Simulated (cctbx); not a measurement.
## Interatomic vectors of TaNiBi2

Space group Pnma (no. 62), a = 8.5380 Å, b = 3.9950 Å, c = 11.2020 Å, α = 90.00°, β = 90.00°, γ = 90.00°, content Bi8 Ta4 Ni4.

Simulated single-crystal data (cctbx): Cu Kα, λ = 1.54184 Å, to d = 0.83 Å, 80 % of the full sphere, strongest reflection 20000 counts, noise from counting, a 2 % proportional error and a noise floor of 8 counts (s.d.); no absorption.

Patterson synthesis from sharpened amplitudes, origin scaled to 1000:

```text
Patterson group P m m m
      u       v       w   height  length (A)
  0.000   0.000   0.000   1000.0     0.00
  0.500   0.000   0.275    405.2     5.26
  0.307   0.500   0.500    402.8     6.50
  0.198   0.500   0.213    319.5     3.54
  0.084   0.000   0.297    275.4     3.41
  0.425   0.000   0.000    259.3     3.63
  0.000   0.000   0.411    234.5     4.61
  0.289   0.500   0.076    221.8     3.29
  0.102   0.500   0.500    147.9     6.01
  0.500   0.000   0.155    124.0     4.61
  0.401   0.000   0.436    123.1     5.97
  0.300   0.000   0.070     69.4     2.68
  0.207   0.000   0.372     64.3     4.53
  0.500   0.500   0.299     64.0     5.78
```

Q: Assign the vectors.

A peak at u stands for all pairs with xi − xj = u, with weight Σ ZiZj against Σ Z² = 79564 at the origin. Peak heights follow these weights only roughly, since form factors, motion and series ripples differ, all vectors within 0.55 Å of a peak are counted as merged into it though the farther ones add only part of their weight, and F(000) is left out, which lowers the whole map:

| u | v | w | shortest length (Å) | height | 1000 ΣZiZj/ΣZ² | pairs in the cell |
| --- | --- | --- | --- | --- | --- | --- |
| 0.500 | 0.000 | 0.275 | 5.26 | 405 | 478 | 4 × Bi–Ta, 2 × Bi–Bi |
| 0.307 | 0.500 | 0.500 | 6.50 | 403 | 673 | 6 × Bi–Bi, 2 × Ta–Ta, 2 × Ni–Ni |
| 0.198 | 0.500 | 0.213 | 3.54 | 320 | 478 | 4 × Bi–Ta, 2 × Bi–Bi |
| 0.084 | 0.000 | 0.297 | 3.40 | 275 | 325 | 2 × Bi–Bi, 2 × Bi–Ta |
| 0.425 | 0.000 | 0.000 | 3.63 | 259 | 346 | 4 × Bi–Bi |
| 0.000 | 0.000 | 0.411 | 4.60 | 234 | 305 | 4 × Bi–Ta |
| 0.289 | 0.500 | 0.076 | 3.29 | 222 | 305 | 4 × Bi–Ta |
| 0.102 | 0.500 | 0.500 | 6.01 | 148 | 173 | 2 × Bi–Bi |
| 0.500 | 0.000 | 0.155 | 4.61 | 124 | 134 | 2 × Ta–Ta |
| 0.401 | 0.000 | 0.436 | 5.96 | 123 | 152 | 2 × Bi–Ta |

The table stops at ten peaks or at a height of 45, below which ripples compete. In the model behind the data Bi, the heaviest element, has 2 independent sites: (0.3784, 1/4, 0.4133) and (0.2997, 1/4, 0.1096), up to an allowed shift of origin; the Bi–Bi vectors are differences of these positions and their symmetry mates. Elements of similar Z can't be told apart from the map alone. The whole model:

```
atom  mult.       x    y       z  Ueq (Å²)
 Bi1      4  0.3784  1/4  0.4133    0.0102
 Bi2      4  0.2997  1/4  0.1096    0.0111
 Ta1      4  0.1006  3/4  0.3253    0.0136
 Ni1      4  0.4183  3/4  0.9783    0.0165
```

The model is made up (kin elements in a known structure type, no relaxation), so it says nothing on whether the phase exists.

[Logs are printed without paths, hosts, clocks, repeated set-up lines and the standing remarks that a program may print on its own settings, such as how far it seeks lower states.]
